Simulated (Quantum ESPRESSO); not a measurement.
# AlNi (Pm-3m): coupling and resistivity with EPW, part 4 of 4

How strongly do phonons scatter the electrons of AlNi (Pm-3m), and how dense must the meshes be?

Quantum ESPRESSO 7.5; DFT PBE, scalar-relativistic, plane waves, PseudoDojo 0.4.1 norm-conserving pseudopotentials.

So far, coupling constant λ: step 8 (coupling and Tc: fine k 16×16×16, q 8×8×8, width 0.15 eV …) 0.280. Also resistivity at 300 K (μΩ cm): step 9 (resistivity: fine k 20×20×20, q 10×10×10, adaptive width …) 5.14.

### Step 10. Coupling and Tc, input with a fault, fine q mesh 10×10×10, fine mesh 10×10×10

Another input is tried.

bad.in reads:

```
--
 &inputepw
    prefix='x',
    outdir='./tmp',
    dvscf_dir='./save',
    elph=.true.,
    etf_mem=1,
    nbndsub=13,
    bands_skipped='exclude_bands = 1-4',
    use_ws=.true.,
    vme='wannier',
    asr_typ='crystal',
    nk1=9,
    nk2=9,
    nk3=9,
    nq1=3,
    nq2=3,
    nq3=3,
    amass(1)=26.9815,
    amass(2)=58.6934,
    epwwrite=.false.,
    epwread=.true.,
    wannierize=.false.,
    nkf1=10,
    nkf2=10,
    nkf3=10,
    nqf1=10,
    nqf2=10,
    nqf3=10,
    mp_mesh_k=.true.,
    ephwrite=.true.,
    eliashberg=.true.,
    liso=.true.,
    limag=.true.,
    tc_linear=.true.,
    tc_linear_solver='lapack',
    fsthick=0.4,
    degaussw=0.01,
    degaussq=0.5,
    nqstep=500,
    muc=0.13,
    wscut=0.3,
    nsiter=500,
    nstemp=7,
    temps=0.5 1.0 2.0 4.0 8.0 16.0 32.0,
 /
```

The run is started by

```sh
$ OMP_NUM_THREADS=1 mpirun -n 8 epw.x -nk 8 -in bad.in > bad.out
```

Log:

```text
[the first part of the log is left out]
            Electron smearing (eV) =    0.100000000000000D-01
                 Fermi window (eV) =    0.400000000000000D+00
     Finish writing .ephmat files
     ===================================================================
     Memory usage:  VmHWM =       120Mb
                   VmPeak =       596Mb
     ===================================================================
     Finish writing dos file x.dos
     Finish writing phdos files x.phdos and x.phdos_proj
     ===================================================================
     Solve isotropic Eliashberg equations
     ===================================================================
     Finish reading freq file
                  Fermi level (eV) =     1.3962976441E+01
     DOS(states/spin/eV/Unit Cell) =     1.2967715863E+00
            Electron smearing (eV) =     1.0000000000E-02
                 Fermi window (eV) =     4.0000000000E-01
     Nr irreducible k-points within the Fermi shell =        13 out of        56
           2 bands within the Fermi window
     Finish reading egnv file
     Max nr of q-points =       336
     Finish reading ikmap files
     Start reading .ephmat files
     Finish reading .ephmat files
     a2f file is not found to estimate initial gap: calculating a2f files
     Finish reading a2f file
     Electron-phonon coupling strength =    0.5040581
     Estimated Tc using McMillan expression =   1.9160 K for muc =   0.1300
     Estimated Tc using Allen-Dynes modified McMillan expression =   1.9531 K
     Estimated Tc using SISSO machine learning model =   1.9758 K
     Estimated w_log =  21.5949 meV
     Estimated BCS superconducting gap using McMillan Tc =   0.2906 meV
     WARNING WARNING WARNING
     The code may crash since tempsmax =   32.000 K is larger than McMillan Tc =     1.916 K
     Start: Solving (isotropic) linearized Eliashberg equation with solver = lapack
     For the first Temp.    0.50  K
       Total number of frequency points nsiw(     1) =   1108
       Cutoff frequency wscut =     0.3001
     Superconducting transition temp. Tc is the one which has Max. eigenvalue close to 1
      -----------------------------------------------------------------
             Temp.       Max.         nsiw     wscut    Nr. of iters
             (K)       eigenvalue    (itemp)   (eV)      to Converge
      -----------------------------------------------------------------
             0.50      1.6594352     1108      0.3001        1
             1.00      1.4054074      554      0.3002        1
             2.00      1.1531750      277      0.3005        1
             4.00      0.9038211      139      0.3021        1
             8.00      0.6581259       69      0.3010        1
            16.00      0.4203458       35      0.3075        1
            32.00      0.2004278       17      0.3032        1
      -----------------------------------------------------------------
     Finish: Solving (isotropic) linearized Eliashberg equation
```

Elapsed: 6.5 min, on 8 MPI ranks of Arm Neoverse V2, shared host.

Numbers from this step:

* coupling constant λ: 0.5041
* log mean phonon energy ħω_log: 21.59 meV
* density of states at the Fermi level: 1.297 states/eV a spin and cell
* Fermi level on the fine mesh: 13.96 eV

This input has a delta width far below the mesh spacing, and its λ = 0.504 is no result.

### Step 11. Resistivity: fine k 26×26×26, q 13×13×13, adaptive width, window 0.32 eV

At these temperatures only states within a few k_B T of the Fermi level carry current, so the mesh must be dense; it is refined.

bte-2.in reads:

```
--
 &inputepw
    prefix='x',
    outdir='./tmp',
    dvscf_dir='./save',
    elph=.true.,
    etf_mem=1,
    nbndsub=13,
    bands_skipped='exclude_bands = 1-4',
    use_ws=.true.,
    vme='wannier',
    asr_typ='crystal',
    nk1=9,
    nk2=9,
    nk3=9,
    nq1=3,
    nq2=3,
    nq3=3,
    amass(1)=26.9815,
    amass(2)=58.6934,
    epwwrite=.false.,
    epwread=.true.,
    wannierize=.false.,
    nkf1=26,
    nkf2=26,
    nkf3=26,
    nqf1=13,
    nqf2=13,
    nqf3=13,
    mp_mesh_k=.true.,
    scattering=.true.,
    iterative_bte=.true.,
    epmatkqread=.false.,
    assume_metal=.true.,
    int_mob=.false.,
    carrier=.false.,
    ngaussw=-99,
    mob_maxiter=200,
    broyden_beta=0.7,
    fsthick=0.32,
    degaussw=0.0,
    nstemp=6,
    temps=150 200 273 300 400 500,
    restart=.false.,
    selecqread=.false.,
 /
```

The run is started by

```sh
$ OMP_NUM_THREADS=1 mpirun -n 8 epw.x -nk 8 -in bte-2.in > bte-2.out
```

Log:

```text
[the first part of the log is left out]
     =============================================================================================
     Start solving iterative Boltzmann Transport Equation
     =============================================================================================
     Iteration number:         1
     =============================================================================================
       Temp     Fermi        DOS        Population SR                 Conductivity
        [K]      [eV]    [states/Ry] [carriers per cell]               [Ohm.cm]^-1
     =============================================================================================
      150.000  13.9808   0.70666E+00  -0.52944E-14    0.231612E+06   -0.559795E-12    0.000000E+00
                                      -0.44270E-14   -0.125269E-12    0.231612E+06   -0.125269E-12
                                      -0.17764E-14    0.000000E+00    0.000000E+00    0.231612E+06
      200.000  13.9804   0.63308E+00  -0.61886E-14    0.184511E+06   -0.214817E-12    0.000000E+00
                                      -0.45450E-15    0.250538E-12    0.184511E+06    0.000000E+00
                                       0.00000E+00    0.000000E+00    0.000000E+00    0.184511E+06
      273.000  13.9795   0.77954E+00   0.13271E-14    0.136844E+06    0.344489E-12    0.000000E+00
                                      -0.33307E-14    0.375807E-12    0.136844E+06    0.000000E+00
                                       0.00000E+00    0.626344E-13    0.000000E+00    0.136844E+06
      300.000  13.9791   0.10103E+01   0.10662E-13    0.124362E+06   -0.137013E-13    0.000000E+00
                                       0.44062E-15    0.234879E-12    0.124362E+06    0.000000E+00
                                       0.00000E+00    0.000000E+00    0.000000E+00    0.124362E+06
      400.000  13.9779   0.29495E+01   0.22760E-14    0.931043E+05    0.156586E-13    0.000000E+00
                                       0.10547E-14   -0.782930E-13    0.931043E+05    0.000000E+00
                                       0.00000E+00    0.000000E+00    0.000000E+00    0.931043E+05
      500.000  13.9772   0.54482E+01  -0.33341E-14    0.752001E+05   -0.234879E-13    0.000000E+00
                                       0.55511E-15    0.125269E-12    0.752001E+05    0.000000E+00
                                       0.00000E+00    0.000000E+00    0.000000E+00    0.752001E+05
                                                      0.231612E+06    Max error
     [...]
     Iteration number:        18
     =============================================================================================
       Temp     Fermi        DOS        Population SR                 Conductivity
        [K]      [eV]    [states/Ry] [carriers per cell]               [Ohm.cm]^-1
     =============================================================================================
      150.000  13.9808   0.70666E+00  -0.89182E-14    0.243209E+06   -0.567625E-12    0.000000E+00
                                       0.26541E-14   -0.752592E-12    0.243209E+06    0.000000E+00
                                       0.00000E+00    0.000000E+00    0.000000E+00    0.243209E+06
      200.000  13.9804   0.63308E+00  -0.44639E-14    0.194602E+06   -0.125269E-12    0.000000E+00
                                       0.87777E-15    0.283812E-13    0.194602E+06    0.000000E+00
                                       0.00000E+00    0.000000E+00    0.000000E+00    0.194602E+06
      273.000  13.9795   0.77954E+00   0.11545E-13    0.144784E+06   -0.282834E-12    0.000000E+00
                                       0.13045E-14   -0.146799E-13    0.144784E+06    0.000000E+00
                                       0.00000E+00    0.000000E+00    0.000000E+00    0.144784E+06
      300.000  13.9791   0.10103E+01  -0.21944E-14    0.131643E+06   -0.332745E-13    0.000000E+00
                                      -0.41633E-15   -0.454100E-12    0.131643E+06    0.000000E+00
                                       0.00000E+00    0.000000E+00    0.000000E+00    0.131643E+06
      400.000  13.9779   0.29495E+01  -0.11831E-14    0.985600E+05    0.125269E-12    0.000000E+00
                                       0.22204E-15    0.782930E-14    0.985600E+05    0.000000E+00
                                       0.00000E+00    0.000000E+00    0.000000E+00    0.985600E+05
      500.000  13.9772   0.54482E+01  -0.27756E-16    0.795006E+05    0.000000E+00    0.000000E+00
                                      -0.27756E-15    0.168330E-12    0.795006E+05    0.000000E+00
                                       0.00000E+00    0.000000E+00    0.000000E+00    0.795006E+05
                                                      0.485190E-06    Max error
```

Elapsed: 15 min, on 8 MPI ranks.

This step gave:

```yaml
iterations: 18
resistivity_at_300_k: 7.596 μΩ cm
```

Resistivity, by row:

| T (K) | rho_xx (μΩ cm) | rho_yy | rho_zz | relaxation-time approximation, mean of the axes (μΩ cm) |
| --- | --- | --- | --- | --- |
| 150 | 4.112 | 4.112 | 4.112 | 3.583 |
| 200 | 5.139 | 5.139 | 5.139 | 4.442 |
| 273 | 6.907 | 6.907 | 6.907 | 5.934 |
| 300 | 7.596 | 7.596 | 7.596 | 6.52 |
| 400 | 10.15 | 10.15 | 10.15 | 8.7 |
| 500 | 12.58 | 12.58 | 12.58 | 10.8 |

ρ(300 K) = 7.60 μΩ cm, against 5.14 before (+48 %); the relaxation-time start gave 6.52. The largest adaptive width printed is 0.29 eV, against a window of 0.32 eV outside which no state is counted.

### Step 12. Summary of results

```yaml
wannier_functions_band_error: 13 functions; 5 meV r.m.s.
coupling_constant_lambda_fine_k_16x16x16_q_8x8x8_width_0p15_ev_window_0p61_ev: 0.280
omega_log: 20.9 meV
tc_at_mu_star_0p13_allen_dynes: 0.0058 K
resistivity_at_300_k_20x20x20: 5.14 μΩ cm, unsound
resistivity_at_300_k_26x26x26: 7.60 μΩ cm, unsound
```

In words: Step 7: No branch goes imaginary on this path. Step 8: Twice the integral of α²F/ω over this curve gives λ = 0.28, half of it from below 19.1 meV. Step 8: Distinct peaks of the a2F stand at 17.1, 19.5, 21.1, 40.1 and 43.8 meV; the one at 19.5 meV is strongest. On the finest meshes run, AlNi (Pm-3m) has λ = 0.28 and an unconverged phonon-limited resistivity of 7.60 μΩ cm at 300 K. The last refinement of the mesh moved the resistivity by 48 %, so the value is unsound: it shows how far such meshes scatter and no more. On the finest mesh the adaptive width still reaches 0.29 eV against a window of 0.32 eV; the window, which cuts off final states, was not widened. λ rests on one fine mesh and one width. Between 150 and 500 K the resistivity rises by a factor of 3.06, against 3.33 for a straight line through the origin; phonon scattering should fall faster than that line on cooling, so the temperature dependence is not converged. The rows at 150, 200, 273, 300, 400 and 500 K moved by more than 10 % in the last refinement. The q mesh of ph.x (3×3×3), the k mesh and smearing of the ground state (9×9×9) and EPW's coarse k mesh (9×9×9) were not varied. Only scattering by harmonic phonons counts; impurities, grain boundaries and thermal expansion are left out, and μ* is typed.

[The logs of pw.x and epw.x are selected lines.]

[Logs are printed without paths, hosts, clocks, repeated set-up lines and the standing remarks that a program may print on its own settings, such as how far it seeks lower states.]

[Hosts, paths, dates, database ids (printed as entryN), source tags and the programs' standing remarks are cut or masked in the printed files.]
